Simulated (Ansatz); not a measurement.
# How Ta (Im-3m) expands on warming, part 3 of 3

How much does Ta expand with temperature?

Ansatz 0.2.0; DFT LDA, scalar-relativistic, plane waves, PAW; PAW set soft_1.

So far. Step 2 (Probe on a coarse mesh): The start is under -11 GPa at this level and looks like a metal on this mesh. Step 5 (Relaxing to small residual forces and stress): The residual pressure is -9.3e-4 GPa, small enough for phonons. The relaxed cell has a = 3.254 Å (conventional setting).

## Step 6: Phonons on strained cells

Thermal expansion follows from how the free energy of the vibrations (and of the electrons in a metal) changes with strain, so the program makes strained cells, their phonons and a fit in one run.

The input, input.yaml:

```yaml
crystal:
  lattice:
    - [-1.6269088028, 1.6269088028, 1.6269088028]
    - [1.6269088028, -1.6269088028, 1.6269088028]
    - [1.6269088028, 1.6269088028, -1.6269088028]
  atoms:
    - { symbol: Ta, position: [0.0, 0.0, 0.0] }
kpoints:
  mp_grid: { grid: [20, 20, 20] }
hamiltonian:
  xc: lda
  pseudopotentials: { kind: paw, azcp: { folder: soft_1 }, xc_functional: pbe }
scf:
  occupations: { method: methfessel_paxton, width: 0.2 }
  lower_state_search: "off"
output:
  eigenvalues: true
phonons:
  method: dfpt
  qmesh: [4, 4, 4]
  temperatures: { t_max: 1200.0, t_step: 50 }
  thermal_expansion: {}
```

The run is started by

```sh
$ ansatz run input.yaml --threads 8 --pin off --max-ram 16384MiB --backend cpu --events-out ev --progress --plain --runs-dir out
```

Numbers of over 12 decimals in the logs are rounded to 6 here.

Log:

```text
[...]
Crystal: 1 atoms, lattice volume = 17.225 Å³
Basis set: ecut = 487.2 eV, 429 PW (Γ), exchange–correlation on 48×48×48 points (8 copies of the dense FFT grid, shifted against one another)
Bands: 11, of which v1, the nominal top of the filled ones, is band 7 counted from 1 (6 counted from 0)
Symmetry: 48 space group operations
[...]
k-points: 256 of 8000
[...]
SCF iter   1: F=—  HF=-9683.468893 eV  |F-HF|=—  |Δ(HF+E_count)|=         —  Δρ=3.87e-2  dr2=2.58e-1  ethr=3.10e-3  ⟨swp⟩=5.0  Hψ=14497  notcnv=0
[...]
SCF iter   7: F=-9683.361563 eV  HF=-9683.361563 eV  |F-HF|=1.82e-12  |Δ(HF+E_count)|=  3.46e-11  S|Δr|=    0.00e0  Δρ=4.51e-8  dr2=5.58e-14  ethr=1.00e-12  ⟨swp⟩=5.8  Hψ=10697  notcnv=0
SCF 1 converged in 7 iterations: F = -9683.361563 eV  dr2 = 5.58e-14
[...]
relax step   1: F+E_penalty+E_count = -9683.36156322 eV  Δ(F+E_penalty+E_count) = +0.000e0 eV  max|allowed force component| = 0.000e0 eV/Å  Δτ_max = 0.0000 Å  (7 SCF iters, accepted)
SCF converged after 7 iterations
[...]
Free energy (F): -9683.361563 eV
[...]
Internal energy: -9683.362368 eV  (E = F + TS)
E sigma→0 (E₀):  -9683.361764 eV
Entropy (-TS):   0.000805 eV (0.805 meV/atom)
Fermi energy:    19.086963 eV
[...]
--- Stress (GPa, compression-positive) ---
       -0.002618       0.000000      -0.000000
        0.000000      -0.002618       0.000000
       -0.000000       0.000000      -0.002618
  P = ⅓ Tr σ = -0.0026 GPa (-0.026 kbar)
--- Band table (eV; the first three rows and the last of 256) ---
  k-point 0: bands = [... 3 lower, -13.7100, 11.0662, 19.7844, 19.7844, 19.7844, 23.2045, 23.2045, 33.9686]
  k-point 1: bands = [... 3 lower, -13.7103, 11.1852, 19.7066, 19.7641, 19.9008, 23.0717, 23.2039, 34.0782]
  k-point 2: bands = [... 3 lower, -13.7110, 11.5314, 19.4891, 19.6812, 20.2469, 22.7757, 23.2077, 34.3701]
  k-point 255: bands = [... 3 lower, -14.6598, 15.0277, 15.0277, 26.2736, 26.2736, 26.2736, 28.1822, 28.1822]
── thermal expansion: 3 new cells, 3 in all ──
thermal expansion: relaxation of cell 2
thermal expansion: relaxation of cell 3
── thermal expansion: 2 new cells, 5 in all ──
thermal expansion: relaxation of cell 4
thermal expansion: electrons of cell 4
thermal expansion: phonons of cell 4
WARN: thermal expansion, phonons of cell 4: eigensolver did not converge (k=165): 1 band(s) unlocked after 20 sweeps at ethr=1.00e-12 eV (lowest unlocked band 10, counted from 0; max residual 2.62e-5 eV among the unlocked bands, 2.62e-5 eV over every band)
thermal expansion: relaxation of cell 5
thermal expansion: electrons of cell 1
thermal expansion: electrons of cell 2
thermal expansion: electrons of cell 3
thermal expansion: electrons of cell 5
thermal expansion: phonons of cell 5
[...]
── thermal expansion: 5 new cells, 10 in all ──
thermal expansion: relaxation of cell 6
thermal expansion: relaxation of cell 7
thermal expansion: relaxation of cell 8
thermal expansion: relaxation of cell 9
thermal expansion: relaxation of cell 10
thermal expansion: electrons of cell 6
thermal expansion: electrons of cell 7
thermal expansion: electrons of cell 8
thermal expansion: electrons of cell 9
thermal expansion: electrons of cell 10
thermal expansion: phonons of cell 6
[...]
thermal expansion: phonons of cell 7
[...]
WARN: thermal expansion: eigensolver_not_converged in the phonons of 4 cells: 4, 5, 6, 7
--- Relaxed structure (1 steps of the walk, 1 accepted, 0 SCFs on fresh bases) ---
  F+E_penalty+E_count = -9683.36156322 eV   max|allowed force component| = 0.000e0 eV/Å
  atoms:
    - { symbol: Ta, position: [0.0, 0.0, 0.0] }
--- Thermal expansion: 10 cells in 3 rounds, 0 GPa ---
  no lower state was looked for at cell 4: scf.lower_state_search: off
  without vibrations: a 2.81788, b 2.81788, c 2.81788 Å, V 17.2245 Å³, B 217.88 GPa
  at 0 K: a 2.81954, b 2.81954, c 2.81954 Å, V 17.2549 Å³, B 216.81 GPa
  zero-point expansion: a +0.059, b +0.059, c +0.059, V +0.176 %
      T/K        a/Å        b/Å        c/Å       V/Å³ | expansion of a, b, c, V (1e-6/K)   | that of V in the mean from 25 °C | C_P, C_V (J/mol K of the cell) | B_T, B_S (GPa)
     0.00    2.81954    2.81954    2.81954    17.2549 |    0.00    0.00    0.00    0.00 |   15.27 |     0.000     0.000 |   216.81   216.81
   150.00    2.82108    2.82108    2.82108    17.2832 |    6.11    6.11    6.11   18.33 |   19.69 |    22.962    22.850 |   214.64   215.69
   298.15    2.82383    2.82383    2.82383    17.3337 |    6.87    6.87    6.87   20.60 |       - |    25.445    25.165 |   211.42   213.76
   400.00    2.82584    2.82584    2.82584    17.3708 |    7.11    7.11    7.11   21.32 |   21.00 |    26.189    25.792 |   209.13   212.36
   550.00    2.82891    2.82891    2.82891    17.4276 |    7.39    7.39    7.39   22.18 |   21.50 |    27.048    26.464 |   205.66   210.20
   700.00    2.83211    2.83211    2.83211    17.4868 |    7.66    7.66    7.66   22.99 |   21.97 |    27.812    27.025 |   202.08   207.96
   850.00    2.83543    2.83543    2.83543    17.5482 |    7.93    7.93    7.93   23.79 |   22.42 |    28.526    27.517 |   198.38   205.65
  1000.00    2.83886    2.83886    2.83886    17.6120 |    8.20    8.20    8.20   24.61 |   22.87 |    29.203    27.953 |   194.56   203.26
  1150.00    2.84241    2.84241    2.84241    17.6783 |    8.49    8.49    8.49   25.47 |   23.33 |    29.853    28.339 |   190.61   200.79
  1200.00    2.84363    2.84363    2.84363    17.7009 |    8.59    8.59    8.59   25.77 |   23.49 |    30.065    28.458 |   189.27   199.96
  the static fit leaves 0.000 meV an atom of the energies and, of the stresses, 0.000 GPa of each cell's largest along a strain (root mean squares over the cells), whose Pulay part it has at -0.007 GPa
  vibrations' free energy: its fit passes through its cells
  the electrons' free energy at temperature is in it; its fit leaves 0.0005 meV an atom at the most
  free energies summed between the sampled wave vectors
  estimated error of the fitted expansion in any direction: up to 0.016e-6/K, at 1200 K, with few degrees of freedom (an estimate, not a bound: it was exceeded on models of known expansion)
  by sums over the sampled wave vectors an expansion of the volume parts by up to 0.36e-6/K
  by a static energy of one degree less an expansion of the volume parts by up to 0.00e-6/K
  eigensolver_not_converged in the phonons of 4 cells: 4, 5, 6, 7
```

It took 9.2 min on 8 threads of Arm Neoverse V1, shared host; peak memory 3.9 GiB; 66 min of CPU time.

Numbers from this step:

- pressure: -0.002618 GPa
- volume expansion coefficient at 298 K: 20.60 1e-6/K
- C_P at 298 K: 25.45 J/mol-atom/K
- entropy at 298 K: 42.30 J/mol-atom/K
- isothermal bulk modulus at 298 K: 211.4 GPa
- Grüneisen parameter at 298 K: 1.806
- volume at 298 K: 17.33 Å³/atom
- principal linear expansion coefficients at 298 K: 6.866, 6.866, 6.866 1e-6/K

Strained cells of the study; zero-point energy where phonons were solved; the pressures are stresses at a fixed cutoff and can carry an offset from the finite basis. Expansion cells, by row:

| cell | \|a\| (Å) | \|b\| (Å) | \|c\| (Å) | V (Å³/atom) | E - E_lowest (meV/atom) | pressure, compression positive (GPa) | gap (eV) | zero-point energy (meV/atom) |
| --- | --- | --- | --- | --- | --- | --- | --- | --- |
| 1 | 2.818 | 2.818 | 2.818 | 17.22 | 0 | -0.009 | - | - |
| 2 | 2.84 | 2.84 | 2.84 | 17.64 | 6.613 | -4.996 | - | - |
| 3 | 2.796 | 2.796 | 2.796 | 16.82 | 6.771 | 5.427 | - | - |
| 4 | 2.818 | 2.818 | 2.818 | 17.23 | 0 | -0.04 | - | 21.55 |
| 5 | 2.832 | 2.832 | 2.832 | 17.49 | 2.654 | -3.211 | - | 20.94 |
| 6 | 2.841 | 2.841 | 2.841 | 17.65 | 6.856 | -5.084 | - | 20.56 |
| 7 | 2.852 | 2.852 | 2.852 | 17.86 | 15.26 | -7.44 | - | 20.06 |
| 8 | 2.79 | 2.79 | 2.79 | 16.72 | 10.55 | 6.836 | - | - |
| 9 | 2.804 | 2.804 | 2.804 | 16.97 | 2.589 | 3.307 | - | - |
| 10 | 2.87 | 2.87 | 2.87 | 18.19 | 33.9 | -10.78 | - | - |

Quasi-harmonic; a, b, c are the run's own cell vectors. Expansion, by row:

| T (K) | a (Å) | b (Å) | c (Å) | alpha (deg) | beta (deg) | gamma (deg) | cell volume (Å³/cell) | alpha_a (1e-6/K) | alpha_b (1e-6/K) | alpha_c (1e-6/K) | alpha_V (1e-6/K) | C_P (J/mol-atom/K) | C_V (J/mol-atom/K) | S (J/mol-atom/K) | B_T (GPa) | B_S (GPa) | Grueneisen | extrapolation | fit error (1e-6/K) |
| --- | --- | --- | --- | --- | --- | --- | --- | --- | --- | --- | --- | --- | --- | --- | --- | --- | --- | --- | --- |
| 0 | 2.82 | 2.82 | 2.82 | 109.5 | 109.5 | 109.5 | 17.25 | 0 | 0 | 0 | 0 | 0 | 0 | 0 | 216.8 | 216.8 | - | 0 | 0 |
| 50 | 2.82 | 2.82 | 2.82 | 109.5 | 109.5 | 109.5 | 17.26 | 2.78 | 2.78 | 2.78 | 8.34 | 11.25 | 11.24 | 5.68 | 216.6 | 216.7 | 1.669 | 0 | 0 |
| 100 | 2.82 | 2.82 | 2.82 | 109.5 | 109.5 | 109.5 | 17.27 | 5.26 | 5.26 | 5.26 | 15.79 | 20.08 | 20.02 | 16.79 | 215.7 | 216.3 | 1.769 | 0 | 0 |
| 150 | 2.821 | 2.821 | 2.821 | 109.5 | 109.5 | 109.5 | 17.28 | 6.11 | 6.11 | 6.11 | 18.33 | 22.96 | 22.85 | 25.57 | 214.6 | 215.7 | 1.792 | 0 | 0 |
| 200 | 2.822 | 2.822 | 2.822 | 109.5 | 109.5 | 109.5 | 17.3 | 6.49 | 6.49 | 6.49 | 19.47 | 24.23 | 24.07 | 32.37 | 213.6 | 215.1 | 1.8 | 0 | 0 |
| 250 | 2.823 | 2.823 | 2.823 | 109.5 | 109.5 | 109.5 | 17.32 | 6.71 | 6.71 | 6.71 | 20.14 | 24.96 | 24.73 | 37.86 | 212.5 | 214.4 | 1.804 | 0 | 0 |
| 298.1 | 2.824 | 2.824 | 2.824 | 109.5 | 109.5 | 109.5 | 17.33 | 6.87 | 6.87 | 6.87 | 20.6 | 25.45 | 25.16 | 42.3 | 211.4 | 213.8 | 1.806 | 0 | 0 |
| 300 | 2.824 | 2.824 | 2.824 | 109.5 | 109.5 | 109.5 | 17.33 | 6.87 | 6.87 | 6.87 | 20.61 | 25.46 | 25.18 | 42.46 | 211.4 | 213.7 | 1.806 | 0 | 0 |
| 350 | 2.825 | 2.825 | 2.825 | 109.5 | 109.5 | 109.5 | 17.35 | 7 | 7 | 7 | 20.99 | 25.85 | 25.52 | 46.41 | 210.3 | 213.1 | 1.808 | 0 | 0 |
| 400 | 2.826 | 2.826 | 2.826 | 109.5 | 109.5 | 109.5 | 17.37 | 7.11 | 7.11 | 7.11 | 21.32 | 26.19 | 25.79 | 49.89 | 209.1 | 212.4 | 1.808 | 0 | 0 |
| 450 | 2.827 | 2.827 | 2.827 | 109.5 | 109.5 | 109.5 | 17.39 | 7.21 | 7.21 | 7.21 | 21.62 | 26.49 | 26.04 | 52.99 | 208 | 211.7 | 1.809 | 0 | 0.01 |
| 500 | 2.828 | 2.828 | 2.828 | 109.5 | 109.5 | 109.5 | 17.41 | 7.3 | 7.3 | 7.3 | 21.91 | 26.78 | 26.26 | 55.8 | 206.8 | 210.9 | 1.809 | 0 | 0.01 |
| 550 | 2.829 | 2.829 | 2.829 | 109.5 | 109.5 | 109.5 | 17.43 | 7.39 | 7.39 | 7.39 | 22.18 | 27.05 | 26.46 | 58.36 | 205.7 | 210.2 | 1.809 | 0 | 0.01 |
| 600 | 2.83 | 2.83 | 2.83 | 109.5 | 109.5 | 109.5 | 17.45 | 7.48 | 7.48 | 7.48 | 22.45 | 27.31 | 26.66 | 60.72 | 204.5 | 209.5 | 1.809 | 0 | 0.01 |
| 650 | 2.831 | 2.831 | 2.831 | 109.5 | 109.5 | 109.5 | 17.47 | 7.57 | 7.57 | 7.57 | 22.72 | 27.56 | 26.85 | 62.92 | 203.3 | 208.7 | 1.81 | 0 | 0.01 |
| 700 | 2.832 | 2.832 | 2.832 | 109.5 | 109.5 | 109.5 | 17.49 | 7.66 | 7.66 | 7.66 | 22.99 | 27.81 | 27.02 | 64.97 | 202.1 | 208 | 1.81 | 0 | 0.01 |
| 750 | 2.833 | 2.833 | 2.833 | 109.5 | 109.5 | 109.5 | 17.51 | 7.75 | 7.75 | 7.75 | 23.25 | 28.05 | 27.2 | 66.9 | 200.9 | 207.2 | 1.811 | 0 | 0.01 |
| 800 | 2.834 | 2.834 | 2.834 | 109.5 | 109.5 | 109.5 | 17.53 | 7.84 | 7.84 | 7.84 | 23.52 | 28.29 | 27.36 | 68.72 | 199.6 | 206.4 | 1.811 | 0 | 0.01 |
| 850 | 2.835 | 2.835 | 2.835 | 109.5 | 109.5 | 109.5 | 17.55 | 7.93 | 7.93 | 7.93 | 23.79 | 28.53 | 27.52 | 70.44 | 198.4 | 205.7 | 1.812 | 0 | 0 |
| 900 | 2.837 | 2.837 | 2.837 | 109.5 | 109.5 | 109.5 | 17.57 | 8.02 | 8.02 | 8.02 | 24.06 | 28.75 | 27.67 | 72.08 | 197.1 | 204.9 | 1.814 | 0 | 0 |
| 950 | 2.838 | 2.838 | 2.838 | 109.5 | 109.5 | 109.5 | 17.59 | 8.11 | 8.11 | 8.11 | 24.33 | 28.98 | 27.81 | 73.64 | 195.8 | 204.1 | 1.815 | 0 | 0 |
| 1000 | 2.839 | 2.839 | 2.839 | 109.5 | 109.5 | 109.5 | 17.61 | 8.2 | 8.2 | 8.2 | 24.61 | 29.2 | 27.95 | 75.13 | 194.6 | 203.3 | 1.817 | 0 | 0 |
| 1050 | 2.84 | 2.84 | 2.84 | 109.5 | 109.5 | 109.5 | 17.63 | 8.3 | 8.3 | 8.3 | 24.89 | 29.42 | 28.09 | 76.56 | 193.3 | 202.4 | 1.819 | 0 | 0.01 |
| 1100 | 2.841 | 2.841 | 2.841 | 109.5 | 109.5 | 109.5 | 17.66 | 8.39 | 8.39 | 8.39 | 25.18 | 29.64 | 28.21 | 77.93 | 191.9 | 201.6 | 1.821 | 0 | 0.01 |
| 1150 | 2.842 | 2.842 | 2.842 | 109.5 | 109.5 | 109.5 | 17.68 | 8.49 | 8.49 | 8.49 | 25.47 | 29.85 | 28.34 | 79.26 | 190.6 | 200.8 | 1.824 | 0 | 0.01 |
| 1200 | 2.844 | 2.844 | 2.844 | 109.5 | 109.5 | 109.5 | 17.7 | 8.59 | 8.59 | 8.59 | 25.77 | 30.07 | 28.46 | 80.53 | 189.3 | 200 | 1.827 | 0 | 0.02 |

The expansion coefficient by temperature; values in 1e-6/K:

| temperature (K) | volume | principal 1 |
| --- | --- | --- |
| 0 | 0 | 0 |
| 50 | 8.34 | 2.78 |
| 100 | 15.8 | 5.26 |
| 150 | 18.3 | 6.11 |
| 200 | 19.5 | 6.49 |
| 250 | 20.1 | 6.71 |
| 298 | 20.6 | 6.87 |
| 300 | 20.6 | 6.87 |
| 350 | 21.0 | 7 |
| 400 | 21.3 | 7.11 |
| 450 | 21.6 | 7.21 |
| 500 | 21.9 | 7.3 |
| 550 | 22.2 | 7.39 |
| 600 | 22.4 | 7.48 |
| 650 | 22.7 | 7.57 |
| 700 | 23.0 | 7.66 |
| 750 | 23.2 | 7.75 |
| 800 | 23.5 | 7.84 |
| 850 | 23.8 | 7.93 |
| 900 | 24.1 | 8.02 |
| 950 | 24.3 | 8.11 |
| 1000 | 24.6 | 8.2 |
| 1050 | 24.9 | 8.3 |
| 1100 | 25.2 | 8.39 |
| 1150 | 25.5 | 8.49 |
| 1200 | 25.8 | 8.59 |

At 298 K the volume expansion is 20.6 × 10⁻⁶/K and B_T is 211 GPa. The program raised the cutoff to 487.2 eV by itself: with no cutoff typed, the study takes about 1.16 times the default for its relaxations and scales it with the volume for the phonons.

## Step 7: Results

| Item | Value |
| --- | --- |
| settings of these figures | LDA, 487.2 eV, k 20×20×20, q 4×4×4 |
| volume expansion coefficient at 298 K | 20.60 1e-6/K |
| C_P at 298 K | 25.45 J/mol-atom/K |
| entropy at 298 K | 42.30 J/mol-atom/K |
| isothermal bulk modulus at 298 K | 211.4 GPa |
| Grüneisen parameter at 298 K | 1.806 |
| volume at 298 K | 17.33 Å³/atom |
| principal linear expansion coefficients at 298 K | 6.866, 6.866, 6.866 1e-6/K |

Near room temperature Ta expands by 20.6 × 10⁻⁶/K in volume by LDA, with C_P = 25.4 J/(mol K) per mole of atoms and B_T = 211 GPa. C_P at room temperature is 102 % of the classical 3R an atom. In this metal the study includes the electrons' free energy, which adds a term that grows with temperature, so the heat capacities need not level off at 3R. The log notes that a few bands missed the eigensolver's threshold in the phonon runs. The PAW files were made for PBE and are used here under another functional, for which the program regenerates the frozen cores.

[Logs are printed without paths, hosts, clocks, repeated set-up lines and the standing remarks that a program may print on its own settings, such as how far it seeks lower states.]

[Hosts, paths, dates, database ids (printed as entryN), source tags and the programs' standing remarks are cut or masked in the printed files.]

[A step with changed settings may run another functional than the one named; its input shows which.]
